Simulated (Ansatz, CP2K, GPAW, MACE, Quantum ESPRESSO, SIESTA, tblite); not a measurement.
# SIESTA runs on amorphous Si (76 atoms), part 2 of 2

How do the settings of SIESTA change the result for amorphous Si (76 atoms)? A plane-wave run serves as the yardstick.

Program: SIESTA 5.4.2; the method stands at each step. Banners, paths, timers and routine set-up lines are dropped from the logs unmarked, and long logs keep their key lines alone; longer cuts are marked. The potentials were converted by us to PSML.

So far. Step 3 (PBE, SZP, shift 0.01 Ry, mesh 300 Ry): Against the first run (5.4 %), the force difference from the reference is 30 %, at 0.68 times the CPU time (on 1 against 2 cores), with 684 basis functions against 988: the smaller basis costs accuracy. Step 4 (PBE, SZ, shift 0.01 Ry, mesh 300 Ry): Against the first run (5.4 %), the force difference from the reference is 55 %, at 0.23 times the CPU time (on 1 against 2 cores), with 304 basis functions against 988: the smaller basis costs accuracy.

## (5) VdW-DF2, PBE potentials, DZP, shift 0.01 Ry, mesh 300 Ry

Method: Kohn-Sham DFT, vdW-DF2, PseudoDojo 0.4.1 norm-conserving pseudopotentials (converted to PSML), numerical atomic orbitals (DZP), diagonalisation.

input.fdf

```
SystemLabel cell
NumberOfAtoms 76
NumberOfSpecies 1
%block ChemicalSpeciesLabel
  1 14 Si
%endblock ChemicalSpeciesLabel
LatticeConstant 1.0 Ang
%block LatticeVectors
  11.52060 0.00000 0.00000
  0.00000 11.52060 0.00000
  0.00000 0.00000 11.52060
%endblock LatticeVectors
PAO.BasisSize DZP
PAO.EnergyShift 0.01 Ry
XC.Functional VDW
XC.Authors LMKLL
MeshCutoff 300 Ry
%block kgrid_Monkhorst_Pack
  1 0 0 0.0
  0 1 0 0.0
  0 0 1 0.0
%endblock kgrid_Monkhorst_Pack
SolutionMethod diagon
OccupationFunction FD
ElectronicTemperature 580 K
SCF.Mixer.Method Pulay
SCF.Mixer.Weight 0.05
SCF.Mixer.History 8
SCF.Mix Hamiltonian
MaxSCFIterations 300
SCF.DM.Tolerance 1e-04
SCF.H.Tolerance 1.0e-3 eV
WriteForces T
Write.HirshfeldPop T
Write.VoronoiPop T
Write.DM F
Write.H F
XML.Write F
AtomicCoordinatesFormat Fractional
%block AtomicCoordinatesAndAtomicSpecies
[... 76 atom lines left out: the same atoms as in the first run ...]
%endblock AtomicCoordinatesAndAtomicSpecies
```

Run with:

```console
$ OMP_NUM_THREADS=1 mpirun -np 2 siesta < input.fdf > output.txt
```

Log:

```text
Version         : 5.4.2
reinit: System Name:
reinit: System Label: cell
initatom: Reading input for the pseudopotentials and atomic orbitals ----------
Species number:   1 Atomic number:   14 Label: Si
Ground state valence configuration (from tables):   3s02  3p02  3d00  4f00
---- Processing specs for species: Si
GGA--PBE XC_GGA_X_PBE--XC_GGA_C_PBE pb
[... lines left out ...]
        iscf     Eharris(eV)        E_KS(eV)     FreeEng(eV)     dDmax    Ef(eV) dHmax(eV)
[... lines left out ...]
SCF Convergence by DM+H criterion
[... lines left out ...]
SCF cycle converged after 20 iterations
[... lines left out ...]
   Max    3.488944
[... lines left out ...]
   Max    3.488944    constrained
Stress tensor Voigt[x,y,z,yz,xz,xy] (kbar):      -59.49      -58.23      -63.46      -15.93      -13.33        7.19
[... lines left out ...]
siesta: FreeEng =     -8776.412070
[... lines left out ...]
siesta:         Fermi =      -4.347158
[... lines left out ...]
siesta:     0.004486   -0.036343   -0.009941
siesta:    -0.008319   -0.009940   -0.039610
siesta: Cell volume =       1529.062699 Ang**3
siesta: Pressure (static):
siesta:                Solid            Molecule  Units
siesta:           0.00041054          0.00050122  Ry/Bohr**3
siesta:           0.03769386          0.04602022  eV/Ang**3
siesta:          60.39222292         73.73251439  kBar
    Orbital volume contribution        =          60.451385 eV
    (Free)E + p_basis*V_orbitals       =       -8715.960685 eV
    (Free)Eharris+ p_basis*V_orbitals  =       -8715.960731 eV
Hirshfeld Atomic Populations:
Atom #   charge [q] valence [e]  Species
     1     0.028085    3.971915  Si
     2    -0.000454    4.000454  Si
     3     0.001559    3.998441  Si
[...]
--------------------
 Total    -0.000002
Voronoi Atomic Populations:
Atom #   charge [q] valence [e]  Species
[...]
75     0.002247    3.997753  Si
    76    -0.035667    4.035667  Si
--------------------
 Total    -0.000003
```

The job ended after 7.9 min (2 MPI ranks of Arm Neoverse V2, shared host; peak memory 2.5 GiB).

Numbers from this run, and their distance from the reference:

* r.m.s. force component: 0.9982 eV/Å
* r.m.s. difference of force components: 126.4 meV/Å
* longest difference of force vectors: 366.9 meV/Å
* force difference over r.m.s. force: 13.45 %
* slope of forces against the reference's: 1.055
* correlation of force components: 0.9933
* pressure: 6.039 GPa
* pressure difference: 5.745 GPa

Against the first run (5.4 %), the force difference from the reference is 13 %, at 2.6 times the CPU time; the model has changed, so this is no error of the program alone.

## (6) PBE, TZP, shift 0.01 Ry, mesh 300 Ry

Method: Kohn-Sham DFT, PBE, PseudoDojo 0.4.1 norm-conserving pseudopotentials (converted to PSML), numerical atomic orbitals (TZP), diagonalisation.

input.fdf: that of step 5 with these lines changed.

```diff
@@ -12,6 +12,6 @@
 %endblock LatticeVectors
-PAO.BasisSize DZP
+PAO.BasisSize TZP
 PAO.EnergyShift 0.01 Ry
-XC.Functional VDW
-XC.Authors LMKLL
+XC.Functional GGA
+XC.Authors PBE
 MeshCutoff 300 Ry
```

Log:

```text
Version         : 5.4.2
reinit: System Name:
reinit: System Label: cell
initatom: Reading input for the pseudopotentials and atomic orbitals ----------
Species number:   1 Atomic number:   14 Label: Si
Ground state valence configuration (from tables):   3s02  3p02  3d00  4f00
---- Processing specs for species: Si
GGA--PBE XC_GGA_X_PBE--XC_GGA_C_PBE pb
Si pseudopotential only contains V_ls up to l=2 -- lmxkb reset.
Using PAO.SplitTailNorm
%block ChemicalSpeciesLabel
    1   14 Si                      # Species index, atomic number, species label
[... lines left out ...]
stepf: Fermi-Dirac step function
        iscf     Eharris(eV)        E_KS(eV)     FreeEng(eV)     dDmax    Ef(eV) dHmax(eV)
[... lines left out ...]
SCF Convergence by DM+H criterion
[... lines left out ...]
SCF cycle converged after 16 iterations
[... lines left out ...]
   Max    3.541356
[... lines left out ...]
   Max    3.541356    constrained
Stress tensor Voigt[x,y,z,yz,xz,xy] (kbar):       -9.30       -6.91      -12.68      -14.11      -12.04        5.97
[... lines left out ...]
siesta: FreeEng =     -8714.244557
[... lines left out ...]
siesta:       Kinetic =    3117.999418
siesta:       Hartree =     701.275629
siesta:         Exch. =   -2779.674365
siesta:         Corr. =    -391.691084
siesta:   Exch.-corr. =   -3171.365449
siesta:  Ion-electron =   -4100.556947
siesta:       Ion-ion =   -5261.368413
siesta:         Total =   -8714.015762
siesta:         Fermi =      -4.331848
siesta: Stress tensor (static) (eV/Ang**3):
siesta:    -0.005803    0.003727   -0.007517
siesta:     0.003727   -0.004311   -0.008809
siesta:    -0.007517   -0.008809   -0.007917
siesta: Cell volume =       1529.062699 Ang**3
siesta: Pressure (static):
siesta:                Solid            Molecule  Units
siesta:           0.00006546          0.00014061  Ry/Bohr**3
siesta:           0.00601046          0.01291033  eV/Ang**3
siesta:           9.62981611         20.68462143  kBar
    Orbital volume contribution        =          72.301957 eV
    (Free)E + p_basis*V_orbitals       =       -8641.942601 eV
    (Free)Eharris+ p_basis*V_orbitals  =       -8641.942604 eV
Hirshfeld Atomic Populations:
Atom #   charge [q] valence [e]  Species
     1     0.025488    3.974512  Si
     2     0.001150    3.998850  Si
     3    -0.002701    4.002701  Si
[...]
--------------------
 Total     0.000001
Voronoi Atomic Populations:
Atom #   charge [q] valence [e]  Species
[...]
75     0.004117    3.995883  Si
    76    -0.035185    4.035185  Si
--------------------
 Total     0.000001
```

Run time: 3.8 min. Hardware: 2 MPI ranks; peak memory 2.1 GiB.

Numbers from this run, and their distance from the reference:

* r.m.s. force component: 0.9838 eV/Å
* r.m.s. difference of force components: 54.89 meV/Å
* longest difference of force vectors: 227.7 meV/Å
* force difference over r.m.s. force: 5.841 %
* slope of forces against the reference's: 1.046
* correlation of force components: 0.9994
* pressure: 0.963 GPa
* pressure difference: 0.6693 GPa

Against the first run (5.4 %), the force difference from the reference is 5.8 %, at 1.3 times the CPU time, with 1292 basis functions against 988: size alone doesn't set the difference here.

The run ends at a pressure of 0.96 GPa, with forces up to 4.3 eV/Å.

## (7) All runs compared

Differences are against the plane-wave reference, forces as r.m.s. over components; share is that over the reference's r.m.s. force, slope the least-squares factor from reference forces to these. Total energies of different programs have different zeros and aren't compared.

```tsv
run	Δ force, r.m.s. (meV/Å)	share (%)	slope	Δ pressure (GPa)	cores	CPU time	memory (GiB)
reference	-	-	-	-	4	7.2 min	4.6
SIESTA PBE, DZP, shift 0.01 Ry, mesh 300 Ry	50.9	5.42	1.046	0.568	2	6 min	1.8
SIESTA PBE, SZP, shift 0.01 Ry, mesh 300 Ry (coarse)	283	30.1	1.213	5.43	1	4.1 min	1.3
SIESTA PBE, SZ, shift 0.01 Ry, mesh 300 Ry (coarse)	517	55.0	1.438	11.2	1	84 s	0.74
SIESTA vdW-DF2, PBE potentials, DZP, shift 0.01 Ry, mesh 300 Ry	126	13.5	1.055	5.75	2	16 min	2.5
SIESTA PBE, TZP, shift 0.01 Ry, mesh 300 Ry	54.9	5.84	1.046	0.669	2	7.7 min	2.1
```

Rows marked coarse were listed beforehand as settings not expected to be converged; some can still land near the reference.

CPU time is summed over cores on a shared host, where runs went side by side, so it is rough. Symmetry, cutoffs, thresholds, outputs and thread counts weren't matched or tuned between programs; memory under MPI is the largest rank's times the ranks.

## (8) Outcome

```
nearest in forces : SIESTA PBE, DZP, shift 0.01 Ry, mesh 300 Ry, 5.4 %
its CPU time      : 6 min
```

**Reading.** The PBE runs in local orbitals, coarse settings apart, differ by 5.4 % (SIESTA PBE, DZP, shift 0.01 Ry, mesh 300 Ry) to 5.8 % (SIESTA PBE, TZP, shift 0.01 Ry, mesh 300 Ry); basis, grid and potentials can all enter. Rows with another functional or a dispersion term differ by 13 % (SIESTA vdW-DF2, PBE potentials, DZP, shift 0.01 Ry, mesh 300 Ry), which mixes the change of model with differences of basis and potentials, some of them made for another functional. Runs with settings chosen to be coarse differ by 30 % (SIESTA PBE, SZP, shift 0.01 Ry, mesh 300 Ry) to 55 % (SIESTA PBE, SZ, shift 0.01 Ry, mesh 300 Ry), their programs' other errors included. One electronic-structure run takes under half the reference's CPU time: SIESTA PBE, SZ, shift 0.01 Ry, mesh 300 Ry, at 55 % in 84 s against 7.2 min; its pressure misses by +11.2 GPa. SIESTA PBE, SZ, shift 0.01 Ry, mesh 300 Ry stiffens the forces by a factor of 1.44 while following their directions (correlation 0.974); the slopes of the 5 SIESTA runs lie between 1.05 and 1.44. In pressure, SIESTA PBE, SZ, shift 0.01 Ry, mesh 300 Ry misses by +11.2 GPa, at the same functional. The reference's pressure holds the uncorrected Pulay stress of its 45 Ry basis, so small pressure differences, and their order, may be the reference's own error. The quench rate of 10 K/ps is many orders above laboratory rates, so the cell is likely richer in defects and strain than a real sample. The network of bonds at the start is that of the classical potential that made the cell, and needn't be the one that DFT or experiment would give. The electronic-structure runs sample only Γ, in a cell whose shortest periodic width is 12 Å, which is coarse for a cell with partly filled levels.

[Also dropped from logs without a mark: logging warnings of Python, and SIESTA's first energy breakdown and zero terms.]

[Logs are printed without paths, hosts, clocks, repeated set-up lines and the standing remarks that a program may print on its own settings, such as how far it seeks lower states.]

[Hosts, paths, dates, database ids (printed as entryN), source tags and the programs' standing remarks are cut or masked in the printed files.]
